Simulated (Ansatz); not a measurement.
# CH on Ta(110), longbridge start, 2x2 cell: work function, bands and core levels

Aim: how the adsorbate changes the work function, the valence spectrum and the core levels in CH on Ta(110), longbridge start, 2x2 cell. Spin–orbit coupling is left out of the bands throughout.

Method: DFT, PBE, plane-wave PAW, default files, scalar-relativistic, in Ansatz 0.2.0.

## Step 1: The structure

The cell holds 4 atoms: 4 Ta. Cell: a = 3.310 Å, b = 2.867 Å, c = 22.022 Å, α = 90.0°, β = 90.0°, γ = 54.7°. It derives from Ta. Vacuum lies along c.

## Step 2: The clean face

The clean face is the reference for what the added atoms change.

File input.yaml:

```yaml
crystal:
  lattice:
    - [3.31, 0.0, 0.0]
    - [1.655, 2.3405234457, 0.0]
    - [0.0, 0.0, 22.0215703372]
  atoms:
    - { symbol: Ta, position: [0.0, 0.0, 0.659424833] }
    - { symbol: Ta, position: [0.5, 0.0, 0.553141611] }
    - { symbol: Ta, position: [0.0, 0.0, 0.446858389] }
    - { symbol: Ta, position: [0.5, 0.0, 0.340575167] }
kpoints:
  mp_grid: { grid: [16, 16, 1] }
scf:
  occupations: { method: fermi_dirac, width: 0.05 }
  n_extra_bands: 12
hamiltonian:
  xc: pbe
  pseudopotentials: { kind: paw }
output:
  forces: true
  write_potential: true
  volumetric_format: []
  dos:
    projected: true
    de: 0.05
    e_range: [-30, 12]
    method: { smearing: { sigma: 0.1, scheme: gaussian } }
efield:
  axis: 3
  dipole_correction: true
relax:
  f_tol: 0.03
  max_steps: 50
  constraints: [{ sites: [2, 3] }]
```

On the command line:

```sh
> ansatz run input.yaml --threads 8 --pin off --max-ram 20480MiB --backend cpu --events-out ev --progress --plain --runs-dir out
```

Numbers of over 12 decimals in the logs are rounded to 6 here.

The log of the run:

```text
scf.n_extra_bands = 12 over 26 filled bands (N_el = 52.0): the run solves 38 bands
Engine: ansatz 0.2.0, aarch64-unknown-linux-gnu
Pseudopotentials: kind: paw
Pseudopotential: Ta, paw, valence charge 13, recommended cutoff 420 eV (normal), Ta.paw.azcp
Functional definition: PBE
  parameter kappa = 0.804
  parameter beta = 0.066725
  exchange = pbe_x(kappa = kappa, mu = beta*pi^2/3)
  correlation = pbe_c(beta = beta)
Crystal: 4 atoms, lattice volume = 170.604 Å³
Basis set: ecut = 420 eV, 3347 PW (Γ), exchange–correlation on 48×40×300 points (8 copies of the dense FFT grid, shifted against one another)
Bands: 38, of which v1, the nominal top of the filled ones, is band 26 counted from 1 (25 counted from 0)
Symmetry: 4 space group operations
k-points: 73 of 256
Non-local potential: Ta, projectors of the file, l = 0: 3, l = 1: 2, l = 2: 2, l = 3: 1
PAW form: soft (Blöchl's): semilocal exchange-correlation on the pseudo side does not see the compensation charge
PAW one-centre angular grid: Ta, 590 points (default); XC on 64 Gauss nodes
Initial density: superposition of atomic densities (neutral atoms: chi_scale 0, normalization atom), corrected by the library's trained network
Initial wavefunctions: pseudopotential atomic-orbital guess
Functional: x = pbe(κ = 0.804, μ = 0.219515), c = pbe(β = 0.066725)
SCF iter   1: F=—  HF=-39726.741260 eV  |F-HF|=—  |Δ(HF+E_count)|=         —  Δρ=5.89e-3  dr2=1.22e0  ethr=1.77e-3  p=0.000 e·Å  D=1.55e-13 V/Å  ΔV_dip=-0.00 eV  dr2_dipole=2.81e-6  V_vac-E_F(+/−)=5.02/5.02 eV  ⟨swp⟩=6.7  Hψ=12199  notcnv=0  defer=47
efield: sawtooth ramp at fractional position 0.9500 (placed from the atoms, in the widest stretch of the axis that holds none; the zero of the levels goes with the place), width 0.1000; the density the first Hamiltonian is built on has a dipole p = 0.000 e·Å; the dipole correction subtracts the counter field D = 1.55e-13 V/Å, which shifts the + side's vacuum level by -0.00 eV against the − side's; the planar-averaged density in the ramp window peaks in size at 4.4e-5 e/Å³
preconditioner: auto → LDOS  [metal: Δε(μ)=0.021 eV  Ē_g=5.208 eV  σ=0.050 eV  W_gap=0.10  n_scr=14 (ndim 8)  ℏωp=12.7 eV  f_vac=0.489  D(μ)=5.66/eV (n_scr^D=36)  β→1.0]
SCF iter   2: F=—  HF=-39726.702352 eV  |F-HF|=—  |Δ(HF+E_count)|=   3.89e-2  Δρ=1.70e-3  dr2=9.06e-3  ethr=1.77e-3  p=0.000 e·Å  D=5.84e-6 V/Å  ΔV_dip=-0.00 eV  dr2_dipole=1.32e-6  V_vac-E_F(+/−)=4.85/4.85 eV  ⟨swp⟩=1.0  Hψ=3362  notcnv=0  defer=119
SCF iter   3: F=—  HF=-39726.702121 eV  |F-HF|=—  |Δ(HF+E_count)|=   2.31e-4  Δρ=5.26e-4  dr2=2.55e-3  ethr=1.74e-5  p=-0.000 e·Å  D=-3.85e-7 V/Å  ΔV_dip=0.00 eV  dr2_dipole=7.76e-8  V_vac-E_F(+/−)=4.87/4.87 eV  ⟨swp⟩=2.9  Hψ=5469  notcnv=0  defer=279
SCF iter   4: F=—  HF=-39726.702024 eV  |F-HF|=—  |Δ(HF+E_count)|=   9.71e-5  Δρ=1.36e-4  dr2=1.07e-4  ethr=4.90e-6  p=0.000 e·Å  D=2.06e-6 V/Å  ΔV_dip=-0.00 eV  dr2_dipole=4.67e-12  V_vac-E_F(+/−)=4.86/4.86 eV  ⟨swp⟩=2.4  Hψ=3582  notcnv=0  defer=279
iter 5 did not close the SCF: its close was put off for the readings that it lacked (scf_convergence_deferred on its scf_iter line)
SCF iter   5: F=-39726.702034 eV  HF=-39726.702033 eV  |F-HF|=8.39e-7  |Δ(HF+E_count)|=   8.87e-6  Δρ=3.38e-5  dr2=3.20e-6  ethr=2.06e-7  p=0.000 e·Å  D=1.15e-6 V/Å  ΔV_dip=-0.00 eV  dr2_dipole=4.43e-11  V_vac-E_F(+/−)=4.85/4.85 eV  ⟨swp⟩=2.2  Hψ=3361  notcnv=0  defer=279
SCF iter   6: F=-39726.702035 eV  HF=-39726.702035 eV  |F-HF|=1.40e-7  |Δ(HF+E_count)|=   2.24e-6  Δρ=1.28e-5  dr2=6.56e-7  ethr=6.16e-9  p=0.000 e·Å  D=6.23e-7 V/Å  ΔV_dip=-0.00 eV  dr2_dipole=1.67e-11  V_vac-E_F(+/−)=4.85/4.85 eV  ⟨swp⟩=15.2  Hψ=24231  notcnv=0
SCF 1 converged in 6 iterations: F = -39726.702035 eV  dr2 = 6.56e-7
  greatest PAW one-centre occupation: 0.999 electrons in one spin orbital (limit 2), on the Ta atom at site 3 (counted from 0), in its partial waves of l = 0
relax step   1: F+E_penalty+E_count = -39726.70203505 eV  Δ(F+E_penalty+E_count) = +0.000e0 eV  max|allowed force component| = 4.476e-1 eV/Å  Δτ_max = 0.0000 Å  (6 SCF iters, dr2 threshold 2.25e-5 eV, accepted)
Initial density: handed on by an earlier stage of this run
Initial wavefunctions: those handed on with the density
iter 1 solved again at ethr=2.35e-3 eV; its pass at ethr=3.10e-3 eV (dr2=1.22e0 eV) is discarded
SCF iter   1: F=—  HF=-39726.781910 eV  |F-HF|=—  |Δ(HF+E_count)|=         —  Δρ=1.08e-2  dr2=1.17e0  ethr=2.35e-3  p=0.000 e·Å  D=4.37e-7 V/Å  ΔV_dip=-0.00 eV  dr2_dipole=4.43e-3  V_vac-E_F(+/−)=4.89/4.89 eV  ⟨swp⟩=1.0  Hψ=10552  notcnv=0  defer=236
efield: sawtooth ramp at fractional position 0.9500 (handed on by an earlier solve), width 0.1000; the density the first Hamiltonian is built on has a dipole p = 0.000 e·Å; the dipole correction subtracts the counter field D = 4.37e-7 V/Å, which shifts the + side's vacuum level by -0.00 eV against the − side's; the planar-averaged density in the ramp window peaks in size at 1.8e-5 e/Å³
preconditioner: auto → LDOS  [metal: Δε(μ)=0.003 eV  Ē_g=5.351 eV  σ=0.050 eV  W_gap=0.02  n_scr=14 (ndim 8)  ℏωp=12.7 eV  f_vac=0.497  D(μ)=5.15/eV (n_scr^D=20)  β→1.0]
SCF iter   2: F=—  HF=-39726.719536 eV  |F-HF|=—  |Δ(HF+E_count)|=   6.24e-2  Δρ=6.41e-3  dr2=3.17e-1  ethr=2.25e-3  p=0.015 e·Å  D=1.55e-2 V/Å  ΔV_dip=-0.34 eV  dr2_dipole=1.94e-3  V_vac-E_F(+/−)=4.50/4.84 eV  ⟨swp⟩=2.9  Hψ=4149  notcnv=0  defer=236
SCF iter   3: F=—  HF=-39726.683834 eV  |F-HF|=—  |Δ(HF+E_count)|=   3.57e-2  Δρ=1.89e-3  dr2=2.57e-2  ethr=6.10e-4  p=0.007 e·Å  D=6.93e-3 V/Å  ΔV_dip=-0.15 eV  dr2_dipole=1.18e-3  V_vac-E_F(+/−)=4.71/4.86 eV  ⟨swp⟩=3.2  Hψ=5026  notcnv=0  defer=265
SCF iter   4: F=—  HF=-39726.680060 eV  |F-HF|=—  |Δ(HF+E_count)|=   3.77e-3  Δρ=4.25e-4  dr2=6.83e-4  ethr=4.94e-5  p=0.007 e·Å  D=7.51e-3 V/Å  ΔV_dip=-0.17 eV  dr2_dipole=3.01e-5  V_vac-E_F(+/−)=4.70/4.86 eV  ⟨swp⟩=2.7  Hψ=4707  notcnv=0  defer=268
SCF iter   5: F=—  HF=-39726.680083 eV  |F-HF|=—  |Δ(HF+E_count)|=   2.28e-5  Δρ=1.24e-4  dr2=8.34e-5  ethr=1.31e-6  p=0.007 e·Å  D=7.48e-3 V/Å  ΔV_dip=-0.16 eV  dr2_dipole=1.08e-5  V_vac-E_F(+/−)=4.70/4.86 eV  ⟨swp⟩=2.2  Hψ=3340  notcnv=0  defer=268
SCF iter   6: F=—  HF=-39726.680099 eV  |F-HF|=—  |Δ(HF+E_count)|=   1.58e-5  Δρ=3.85e-5  dr2=1.88e-5  ethr=2.41e-8  p=0.007 e·Å  D=7.30e-3 V/Å  ΔV_dip=-0.16 eV  dr2_dipole=6.77e-6  V_vac-E_F(+/−)=4.70/4.86 eV  ⟨swp⟩=19.3  Hψ=25524  notcnv=0
SCF iter   7: F=-39726.680101 eV  HF=-39726.680102 eV  |F-HF|=9.11e-7  |Δ(HF+E_count)|=   2.76e-6  Δρ=1.30e-5  dr2=1.50e-6  ethr=2.41e-8  p=0.007 e·Å  D=7.23e-3 V/Å  ΔV_dip=-0.16 eV  dr2_dipole=4.41e-8  V_vac-E_F(+/−)=4.70/4.86 eV  ⟨swp⟩=12.6  Hψ=20716  notcnv=0
SCF 2 converged in 7 iterations: F = -39726.680101 eV  dr2 = 1.50e-6
  greatest PAW one-centre occupation: 1.000 electrons in one spin orbital (limit 2), on the Ta atom at site 0 (counted from 0), in its partial waves of l = 0
relax step   2: F+E_penalty+E_count = -39726.68010080 eV  Δ(F+E_penalty+E_count) = +2.193e-2 eV  max|allowed force component| = 8.236e-1 eV/Å  Δτ_max = 0.1931 Å  (7 SCF iters, dr2 threshold 1.25e-5 eV, rejected (line search))
iter 1 solved again at ethr=7.51e-4 eV; its pass at ethr=3.10e-3 eV (dr2=3.90e-1 eV) is discarded
SCF iter   1: F=—  HF=-39726.755644 eV  |F-HF|=—  |Δ(HF+E_count)|=         —  Δρ=5.79e-3  dr2=3.75e-1  ethr=7.51e-4  p=0.007 e·Å  D=7.23e-3 V/Å  ΔV_dip=-0.16 eV  dr2_dipole=4.91e-4  V_vac-E_F(+/−)=4.68/4.84 eV  ⟨swp⟩=1.2  Hψ=9241  notcnv=0  defer=265
efield: sawtooth ramp at fractional position 0.9500 (handed on by an earlier solve), width 0.1000; the density the first Hamiltonian is built on has a dipole p = 0.007 e·Å; the dipole correction subtracts the counter field D = 7.23e-3 V/Å, which shifts the + side's vacuum level by -0.16 eV against the − side's; the planar-averaged density in the ramp window peaks in size at 9.4e-6 e/Å³
preconditioner: auto → LDOS  [metal: Δε(μ)=0.025 eV  Ē_g=5.245 eV  σ=0.050 eV  W_gap=0.12  n_scr=14 (ndim 8)  ℏωp=12.7 eV  f_vac=0.493  D(μ)=5.25/eV (n_scr^D=28)  β→1.0]
SCF iter   2: F=—  HF=-39726.734564 eV  |F-HF|=—  |Δ(HF+E_count)|=   2.11e-2  Δρ=3.31e-3  dr2=7.10e-2  ethr=7.21e-4  p=-0.003 e·Å  D=-2.66e-3 V/Å  ΔV_dip=0.06 eV  dr2_dipole=9.61e-3  V_vac-E_F(+/−)=4.92/4.86 eV  ⟨swp⟩=2.8  Hψ=3966  notcnv=0  defer=266
SCF iter   3: F=—  HF=-39726.725568 eV  |F-HF|=—  |Δ(HF+E_count)|=   9.00e-3  Δρ=1.04e-3  dr2=8.95e-3  ethr=1.37e-4  p=0.003 e·Å  D=3.09e-3 V/Å  ΔV_dip=-0.07 eV  dr2_dipole=6.76e-4  V_vac-E_F(+/−)=4.79/4.86 eV  ⟨swp⟩=2.5  Hψ=4672  notcnv=0  defer=270
SCF iter   4: F=—  HF=-39726.724444 eV  |F-HF|=—  |Δ(HF+E_count)|=   1.12e-3  Δρ=2.44e-4  dr2=4.43e-4  ethr=1.72e-5  p=0.003 e·Å  D=2.69e-3 V/Å  ΔV_dip=-0.06 eV  dr2_dipole=9.94e-5  V_vac-E_F(+/−)=4.80/4.86 eV  ⟨swp⟩=2.1  Hψ=3340  notcnv=0  defer=270
SCF iter   5: F=—  HF=-39726.724443 eV  |F-HF|=—  |Δ(HF+E_count)|=   8.04e-7  Δρ=8.28e-5  dr2=4.48e-5  ethr=8.52e-7  p=0.003 e·Å  D=2.77e-3 V/Å  ΔV_dip=-0.06 eV  dr2_dipole=2.73e-6  V_vac-E_F(+/−)=4.80/4.86 eV  ⟨swp⟩=2.0  Hψ=3333  notcnv=0  defer=270
SCF iter   6: F=—  HF=-39726.724334 eV  |F-HF|=—  |Δ(HF+E_count)|=   1.09e-4  Δρ=1.98e-5  dr2=1.98e-6  ethr=8.62e-8  p=0.003 e·Å  D=2.92e-3 V/Å  ΔV_dip=-0.06 eV  dr2_dipole=5.16e-7  V_vac-E_F(+/−)=4.80/4.86 eV  ⟨swp⟩=2.0  Hψ=3535  notcnv=0  defer=270
SCF iter   7: F=—  HF=-39726.724334 eV  |F-HF|=—  |Δ(HF+E_count)|=   3.79e-7  Δρ=5.95e-6  dr2=1.71e-7  ethr=3.81e-9  p=0.003 e·Å  D=2.96e-3 V/Å  ΔV_dip=-0.07 eV  dr2_dipole=7.09e-9  V_vac-E_F(+/−)=4.80/4.86 eV  ⟨swp⟩=2.5  Hψ=4384  notcnv=0  defer=270
SCF iter   8: F=-39726.724334 eV  HF=-39726.724334 eV  |F-HF|=2.26e-9  |Δ(HF+E_count)|=   8.52e-8  Δρ=1.67e-6  dr2=1.80e-8  ethr=1.92e-10  p=0.003 e·Å  D=3.00e-3 V/Å  ΔV_dip=-0.07 eV  dr2_dipole=1.91e-11  V_vac-E_F(+/−)=4.79/4.86 eV  ⟨swp⟩=16.5  Hψ=21436  notcnv=0
SCF 3 converged in 8 iterations: F = -39726.724334 eV  dr2 = 1.80e-8
relax step   3: F+E_penalty+E_count = -39726.72433416 eV  Δ(F+E_penalty+E_count) = -2.230e-2 eV  max|allowed force component| = 2.027e-2 eV/Å  Δτ_max = 0.0955 Å  (8 SCF iters, accepted)
NSCF: frozen V_eff on 73 k-points
the band table was solved once a step of the walk had ended and its energy, with any forces and stress, was formed, with the checks that follow a solve (13878 applications of the Hamiltonian). They found nothing against the state; the energy, forces and stress were not computed again (output.eigenvalues in the input reference)
WARN: The output density's exchange-correlation potential varies sharply where the density is thin. Do not read a vacuum level from v_tot or v_xc, or from such a field of the output density. On a cell that repeats whose density bears no net charge and no dipole along the vacuum's axis use v_es (v_loc + v_h of the components); under efield.dipole_correction with no amplitude use v_es + v_field, which holds any externa [...]
SCF converged after 8 iterations
Free energy (F): -39726.724334 eV
Harris-Foulkes:  -39726.724334 eV  (|F-HF|=2.26e-9)
Internal energy: -39726.681452 eV  (E = F + TS)
E sigma→0 (E₀):  -39726.702893 eV
Entropy (-TS):   -0.042882 eV (-10.721 meV/atom)
Fermi energy:    5.290179 eV
Dipole field:    D = 0.002992 V/Å  (p = 0.002821 e·Å, saw-weighted, corrected)
Work function:   Φ+ = 4.7948 eV   Φ− = 4.8607 eV
Levels:          The Fermi level and band energies are counted from a zero that moves with the ramp; work functions are not
--- Per-component energies (eV) ---
  E_band       = -1113.534408
  E_kinetic    = 1457.861146
  E_local      = -42247.429408  (includes V_loc(G=0)·N_el)
  E_nonlocal   = 59.619798
  E_hartree    = 20439.310092
  E_xc         = -870.177074
  E_vxc        = -811.295176  (∫ρ·V_xc dr)
  E_paw        = -33585.911834  (= ΣΔE_a)
  E_vpaw       = -450.894263  (= ΣTr[D̂ρ^β])
  E_aug_tail   = 0.000572  (compensation charges beyond the density's cutoff)
  E_efield     = 0.000004  (sawtooth field / dipole correction)
  E_vefield    = 0.003661  (∫n·V_field dr)
  E_ewald      = 15020.045251
  E_smearing   = -0.042882  (= −TS)
  E_closure    = -0.000000  (closes the sum)
  Σ components = -39726.724334   (vs F -39726.724334, Δ=0.00e0)
--- Forces (eV/Å), atoms counted from 1 ---
  atom   1  Ta     0.00000000     0.00000000     0.02027356
  atom   2  Ta     0.00000000    -0.00000000    -0.01148253
  atom   3  Ta     0.00000000    -0.00000000    -0.46748629
  atom   4  Ta     0.00000000     0.00000000     0.45872247
  max |Σ_I F_I| component: 2.72e-5 eV/Å
--- Band table (eV; the first three rows and the last of 73) ---
  k-point 0: bands = [... 22 lower, 4.7882, 5.0032, 5.1144, 5.6802, 5.7221, 5.8677, 6.3114, 6.5660, ... 8 higher]
  k-point 1: bands = [... 22 lower, 4.7965, 5.1463, 5.1564, 5.6066, 5.8198, 5.8825, 6.2195, 6.2712, ... 8 higher]
  k-point 2: bands = [... 22 lower, 4.8581, 5.0399, 5.3916, 5.5289, 5.6027, 5.9124, 6.0532, 6.3325, ... 8 higher]
  k-point 72: bands = [... 22 lower, 4.0229, 4.4821, 4.5083, 4.6812, 5.4757, 5.5239, 5.7528, 7.5447, ... 8 higher]
--- Relaxed structure (3 steps of the walk, 2 accepted, 0 SCFs on fresh bases) ---
  F+E_penalty+E_count = -39726.72433416 eV   max|allowed force component| = 2.027e-2 eV/Å
  atoms:
    - { symbol: Ta, position: [1.1327938433639588e-18, -2.2655876867279176e-18, 0.655087] }
    - { symbol: Ta, position: [0.5, 0, 0.553215] }
    - { symbol: Ta, position: [0.0, 0.0, 0.446858389] }
    - { symbol: Ta, position: [0.5, 0.0, 0.340575167] }
```

Wall time 14 s (8 threads of Arm Neoverse V2, shared host); peak memory 0.81 GiB; 1.7 min of CPU time.

Relaxation path:

```csv
step,energy less that of the first step (eV),largest force component (eV/Å)
1,0.0000,0.4476
2,0.0219,0.8236
3,-0.0223,0.0203
```

Relaxation step 2 was tried and not accepted.

Forces are held to the 4 operations that the run works with; a distortion that breaks them can't arise in this run.

The atoms that moved most (Å):

```csv
atom,dx,dy,dz,length
Ta1,0.000,0.000,-0.096,0.096
```

Final coordinates:

```xyz
4
Lattice="3.3100 0.0000 0.0000 1.6550 2.3405 0.0000 0.0000 0.0000 22.0216" Properties=species:S:1:pos:R:3
Ta    0.0000    0.0000   14.4260
Ta    1.6550    0.0000   12.1827
Ta    0.0000    0.0000    9.8405
Ta    1.6550    0.0000    7.5000
```

This step gave:

| Quantity | Value |
| --- | --- |
| free energy | -39726.7243 eV |
| energy at zero smearing | -39726.7029 eV |
| smearing term TS | 0.04288 eV |
| Fermi energy | 5.290 eV |
| symmetry operations | 4 |
| zero of energy | Fermi level |
| share of occupied states in no projected shell | 0.018 of the occupied states in the window |
| DOS at the Fermi level | 5.109 states/eV/cell |
| work function, upper face | 4.795 eV |
| work function, lower face | 4.861 eV |

Maxima picked by a test of local sharpness, so broad peaks and shoulders can be missing; peaks within 0.45 eV of a curve's cut are left out. Valence peaks, by row:

```csv
photon energy (eV),binding energy (eV),height (% of the maximum within 13 eV),main shell,its share (%)
21.2,2.9,49.07,Ta 5d,99.79
21.2,1.25,100,Ta 5d,99.85
100,2.95,49.88,Ta 5d,97.01
100,1.25,100,Ta 5d,99.39
1487,2.9,50.47,Ta 5d,96.3
1487,1.25,100,Ta 5d,99.2
5950,2.95,53.05,Ta 5d,89.99
5950,1.25,100,Ta 5d,97.91
8048,2.95,54.76,Ta 5d,86.45
8048,1.25,100,Ta 5d,97.12
```

The planar mean, electrostatic potential oscillates, so the rows of the table below give means over windows of 1 Å about each position, cut where the curve ends. Its maxima inside the range that stand out by 2 % of the span (Å: eV): 8.7: -1.26, 11.0: -1.24, 13.4: -2.26. Its minima: 7.5: -19.7, 9.8: -19.5, 12.2: -19.5, 14.4: -19.6.

From the Fermi level. Planar mean, electrostatic potential against z; means over each step:

```csv
z (Å),"planar mean, electrostatic potential (eV)"
0,4.84
1,4.86
2,4.86
3,4.86
4,4.83
5,4.58
6,2.14
7,-11.7
8,-11.5
9,-5.89
10,-15.8
11,-3.65
12,-15.6
13,-6.60
14,-12.8
15,-10.4
16,2.50
17,4.56
18,4.77
19,4.79
20,4.79
21,4.80
```

The spectra weight each projected shell by its atomic cross section (Dirac–Hartree–Slater) and angular factor, for unpolarised light with the analyser at 60° from the beam. Broadening, on top of any smearing of the DOS itself: a Gaussian of 0.45 eV and a Lorentzian of 0.05 eV plus 0.03 times the binding energy (full widths), Fermi edge at 77 K. Each atom is damped by exp[−depth/(λ cos θ)], θ = 45° from the normal, λ from the universal curve. The files freeze Ta 4f, so the spectra stop above those lines. Curves are cut 10 eV under the photon energy, above any shell that the free atom's threshold puts out of reach, or at the lower edge of the window: 9.2 eV at 21.2 eV, 9.2 eV at 100 eV, 9.2 eV at 1486.7 eV, 9.2 eV at 5950 eV and 9.2 eV at 8047.8 eV. Dipole terms alone, which is rough above 3 keV; no background, satellites or final-state effects.

Share of each shell in the spectrum's area (%), by photon energy:

```csv
shell,21.2 eV,100 eV,1486.7 eV,5950 eV,8047.8 eV
Ta 6s,0.1,3.1,4.0,10.3,14.0
Ta 5d,99.7,96.7,95.7,89.1,85.3
```

Cross sections used, in Mb an electron:

```csv
shell,21.2 eV,100 eV,1486.7 eV,5950 eV,8047.8 eV
Ta 6s,0.025,0.0085,2.3e-4,2.0e-5,1.1e-5
Ta 5d,5.2,0.059,0.0012,4.0e-5,1.6e-5
```

At the Fermi level the DOS is 5.11 states/eV a cell, and on the broadened curves Ta 5d holds 84 % of the total there.

[end of part 1 of 4]

[Logs are printed without paths, hosts, clocks, repeated set-up lines and the standing remarks that a program may print on its own settings, such as how far it seeks lower states.]

[Hosts, paths, dates, database ids (printed as entryN), source tags and the programs' standing remarks are cut or masked in the printed files.]

[Maps of the electrostatic potential energy from Ansatz leave out the sawtooth potential of an applied field or a dipole correction, so their vacuum need not be flat; work functions include it.]
